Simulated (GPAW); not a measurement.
# Ti2C(OH)2 MXene monolayer: work function by functional and basis, part 2 of 2

Wanted: work functions and dipole of Ti2C(OH)2 MXene monolayer, with the cost of each level.

GPAW 26.7.0; GPAW, PAW setups; layer in a repeated cell with vacuum, relaxation of atoms and in-plane cell (the session's first sound run).

So far, upper work function (eV): step 3 (the slab's potential, PBE, GPAW) 2.01; step 5 (self-consistent run: xc = "vdW-DF2", GPAW, PAW setups, GPAW) 2.91; step 6 (OptPBE vdW: xc = "optPBE-vdW", GPAW, PAW setups, GPAW) 2.37; step 7 (self-consistent run: xc = "revPBE") 1.88; step 8 (self-consistent run: xc = "RPBE") 1.90.

**9. Real-space grid: mode = "fd"**

A real-space grid is a second complete basis, so it checks the plane-wave result.

run.py

```python
import json
import numpy as np
from ase import Atoms
from gpaw import GPAW

slab = Atoms(
    ['H', 'O', 'Ti', 'C', 'Ti', 'O', 'H'],
    positions=[
        [-0.00000, 1.75328, 9.00000],
        [-0.00000, 1.75328, 9.97489],
        [1.51839, 0.87664, 11.25212],
        [0.00000, 0.00000, 12.41420],
        [-0.00000, 1.75328, 13.57628],
        [1.51839, 0.87664, 14.85351],
        [1.51839, 0.87664, 15.82840]],
    cell=[[3.03678, -0.0, 0.0], [-1.51839, 2.62993, 0.0], [0.0, 0.0, 24.8284]],
    pbc=[True, True, False])

slab.calc = GPAW(mode='fd', h=0.18, xc='PBE', kpts={'size': (12, 12, 1), 'gamma': True},
                 occupations={'name': 'fermi-dirac', 'width': 0.05}, nbands='160%',
                 convergence={'density': 1e-05}, maxiter=200,
                 poissonsolver={'dipolelayer': 'xy'},
                 symmetry={'tolerance': 1e-3}, txt='slab.txt')
result = {}
energy = slab.get_potential_energy()
fermi = slab.calc.get_fermi_level()
v = slab.calc.get_electrostatic_potential().mean((0, 1)) - fermi
n = slab.calc.get_pseudo_density().mean((0, 1))
L = slab.cell[2, 2]
z = np.arange(len(v)) * L / len(v)
low, high = slab.positions[:, 2].min(), slab.positions[:, 2].max()
below, above = np.interp([low - 6.8, high + 6.8], z, v)
slopes = [np.interp(x, z, np.gradient(v, z)) for x in (low - 6.8, high + 6.8)]
eps = np.array([[slab.calc.get_eigenvalues(k, s) for k in range(len(slab.calc.get_ibz_k_points()))]
                for s in range(slab.calc.get_number_of_spins())]) - fermi
top, bottom = eps[eps < 0].max(), eps[eps > 0].min()
dipole = slab.get_dipole_moment()[2]
print(f'energy {energy:.4f} eV, Fermi level {fermi:.4f} eV, dipole {dipole:.5f} e A')
print(f'potential 6.8 A off the faces, from the Fermi level: lower {below:.4f} eV, upper {above:.4f} eV')
print(f'slope of the potential there: lower {slopes[0]:.5f}, upper {slopes[1]:.5f} eV/A')
print(f'nearest levels on the mesh: {top:.4f} and {bottom:.4f} eV')
print('magnetic moment', round(slab.get_magnetic_moment(), 3))
result.update(energy=energy, fermi=fermi, dipole=dipole, below=below, above=above, slopes=slopes, edges=[top, bottom],
              z=z.tolist(), v=v.tolist(), n=n.tolist(), positions=slab.positions.tolist(),
              forces=slab.get_forces(apply_constraint=False).tolist(), moments=slab.get_magnetic_moments().tolist())
json.dump(result, open('result.json', 'w'))
```

On the command line:

```
OMP_NUM_THREADS=1 OPENBLAS_NUM_THREADS=1 python run.py
```

Wall time 4.1 min (1 thread of Arm Neoverse V1, shared host); peak memory 0.73 GiB.

Numbers from this step:

```
dipole along the normal                    : -5.12e-6 e·Å
levels nearest the Fermi level on the mesh : -0.009921, 0.05429 eV from the Fermi level
upper work function                        : 1.964 eV
lower work function                        : 1.964 eV
```

The electrostatic potential energy of an electron (without an applied field's), less the Fermi level, planar mean oscillates, so the rows of the table below give means over windows of 1.55 Å about each position, cut where the curve ends. Its maxima inside the range that stand out by 2 % of the span (Å: eV): 9.3: -0.368, 10.4: -5.80, 12.0: -8.02, 12.9: -8.02, 14.4: -5.80, 15.5: -0.368. Its minima: 8.9: -1.46, 9.9: -10.8, 11.2: -19.1, 12.4: -12.7, 13.6: -19.1, 14.9: -10.8, 15.9: -1.46.

Table of electrostatic potential energy of an electron (without an applied field's), less the Fermi level, planar mean by z; means over each step:

```tsv
z (Å)	electrostatic potential energy of an electron (without an applied field's), less the Fermi level, planar mean (eV)
0.78	1.96
2.33	1.96
3.88	1.96
5.43	1.92
6.98	1.68
8.53	0.0889
10.08	-6.63
11.63	-13.3
13.18	-13.3
14.73	-6.85
16.28	0.0558
17.83	1.67
19.38	1.92
20.93	1.96
22.48	1.96
24.03	1.96
```

The upper face's work function is 1.964 eV, against 2.015 eV in the first plane-wave PBE run at this geometry.

**10. Atomic orbitals: mode = "lcao"**

Atom-centred orbitals end a few angstrom from the surface, which tests how much the density's tail matters.

run.py: that of step 9 with these lines changed.

```diff
@@ -18,4 +18,4 @@
 
-slab.calc = GPAW(mode='fd', h=0.18, xc='PBE', kpts={'size': (12, 12, 1), 'gamma': True},
-                 occupations={'name': 'fermi-dirac', 'width': 0.05}, nbands='160%',
+slab.calc = GPAW(mode='lcao', basis='dzp', h=0.18, xc='PBE', kpts={'size': (12, 12, 1), 'gamma': True},
+                 occupations={'name': 'fermi-dirac', 'width': 0.05}, nbands='120%',
                  convergence={'density': 1e-05}, maxiter=200,
```

Run time: 5.3 min. Hardware: 1 thread; peak memory 0.33 GiB.

This step gave:

| Quantity | Value |
| --- | --- |
| dipole along the normal | -5.16e-6 e·Å |
| levels nearest the Fermi level on the mesh | -0.04695, 0.03180 eV from the Fermi level |
| upper work function | 0.9093 eV |
| lower work function | 0.9093 eV |

The electrostatic potential energy of an electron (without an applied field's), less the Fermi level, planar mean oscillates, so the rows of the table below give means over windows of 1.55 Å about each position, cut where the curve ends. Its maxima inside the range that stand out by 2 % of the span (Å: eV): 9.3: -0.465, 10.4: -5.90, 12.0: -8.09, 12.9: -8.09, 14.4: -5.90, 15.5: -0.465. Its minima: 8.9: -1.62, 9.9: -10.9, 11.2: -19.2, 12.4: -12.8, 13.6: -19.2, 14.9: -10.9, 15.9: -1.62.

Electrostatic potential energy of an electron (without an applied field's), less the Fermi level, planar mean against z; means over each step:

```tsv
z (Å)	electrostatic potential energy of an electron (without an applied field's), less the Fermi level, planar mean (eV)
0.78	0.909
2.33	0.909
3.88	0.909
5.43	0.909
6.98	0.880
8.53	-0.207
10.08	-6.71
11.63	-13.4
13.18	-13.4
14.73	-6.93
16.28	-0.232
17.83	0.878
19.38	0.909
20.93	0.909
22.48	0.909
24.03	0.909
```

The upper face's work function is 0.9093 eV, against 2.015 eV in the first plane-wave PBE run at this geometry.

**11. All levels side by side**

Times are for 1 thread of Arm Neoverse V1, shared host. The series side by side:

```tsv
no.	run	upper work function (eV)	time	memory (GiB)
1	pw	2.015	80 s	0.27
2	LDA	2.225	75 s	0.27
3	vdW DF2	2.910	2 min	0.44
4	optPBE vdW	2.372	97 s	0.44
5	revPBE	1.883	77 s	0.27
6	RPBE	1.901	81 s	0.27
7	fd	1.964	4.1 min	0.73
8	lcao	0.9093	5.3 min	0.33
```

**12. Side by side**

Results and costs are gathered.

This step: comparison of work functions, dipole and cost (GPAW 26.7.0).

Ladder, by row:

```tsv
step	code	work function, upper (eV)	work function, lower (eV)	dipole (e Å)	wall time (s)	peak memory (GiB)	threads
pw	GPAW	2.015	2.015	7.37e-6	80.27	0.27	1
LDA	GPAW	2.225	2.225	8.29e-6	74.77	0.27	1
vdW-DF2	GPAW	2.91	2.91	7.05e-6	121.5	0.44	1
optPBE-vdW	GPAW	2.372	2.372	7.16e-6	96.68	0.44	1
revPBE	GPAW	1.883	1.883	7.26e-6	76.67	0.27	1
RPBE	GPAW	1.901	1.901	7.22e-6	80.64	0.27	1
fd	GPAW	1.964	1.964	-5.12e-6	243.5	0.73	1
lcao	GPAW	0.9093	0.9093	-5.16e-6	319.9	0.33	1
```

**13. A changed run**

One more run, with changed settings.

This step: GPAW, PAW setups; slab in vacuum (GPAW 26.7.0).

run.py: that of step 10 with these lines changed.

```diff
@@ -3,3 +3,3 @@
 from ase import Atoms
-from gpaw import GPAW
+from gpaw import GPAW, PW
 
@@ -16,7 +16,7 @@
     cell=[[3.03678, -0.0, 0.0], [-1.51839, 2.62993, 0.0], [0.0, 0.0, 24.8284]],
-    pbc=[True, True, False])
+    pbc=[True, True, True])
 
-slab.calc = GPAW(mode='lcao', basis='dzp', h=0.18, xc='PBE', kpts={'size': (12, 12, 1), 'gamma': True},
-                 occupations={'name': 'fermi-dirac', 'width': 0.05}, nbands='120%',
-                 convergence={'density': 1e-05}, maxiter=200,
+slab.calc = GPAW(mode=PW(500), xc='PBE', kpts={'size': (12, 12, 1), 'gamma': True},
+                 occupations={'name': 'fermi-dirac', 'width': 0.05}, nbands='160%',
+                 convergence={'density': 1e-05}, maxiter=75,
                  poissonsolver={'dipolelayer': 'xy'},
```

It took 1.1 s on 1 thread; peak memory 0.15 GiB.

The program refused the input before any cycle.

The fault put into the input: a dipole layer in a cell that repeats along the normal (pbc_z = true).

**14. What came out**

| Quantity | Value |
| --- | --- |
| work function, both faces | 2.01 eV |
| dipole along the normal | 7.4e-6 e Å, near the numerical noise |

What this shows: With plane waves and PBE the work function is 2.01 eV on the upper face and 2.01 eV on the lower. Over the sound runs of the table the upper face's work function spans 0.9093 (lcao) to 2.910 eV (vdW-DF2). Atomic orbitals miss the plane-wave value by -1.1 eV, since they describe the tail of the density in the vacuum poorly. The runs had no spin polarisation, so a magnetic state, which thin layers of d-metal atoms can have, wasn't tested. The layer's cell and atoms come from the relaxation; spin-orbit coupling and temperature are left out.

[Logs are printed without paths, hosts, clocks, repeated set-up lines and the standing remarks that a program may print on its own settings, such as how far it seeks lower states.]

[Hosts, paths, dates, database ids (printed as entryN), source tags and the programs' standing remarks are cut or masked in the printed files.]
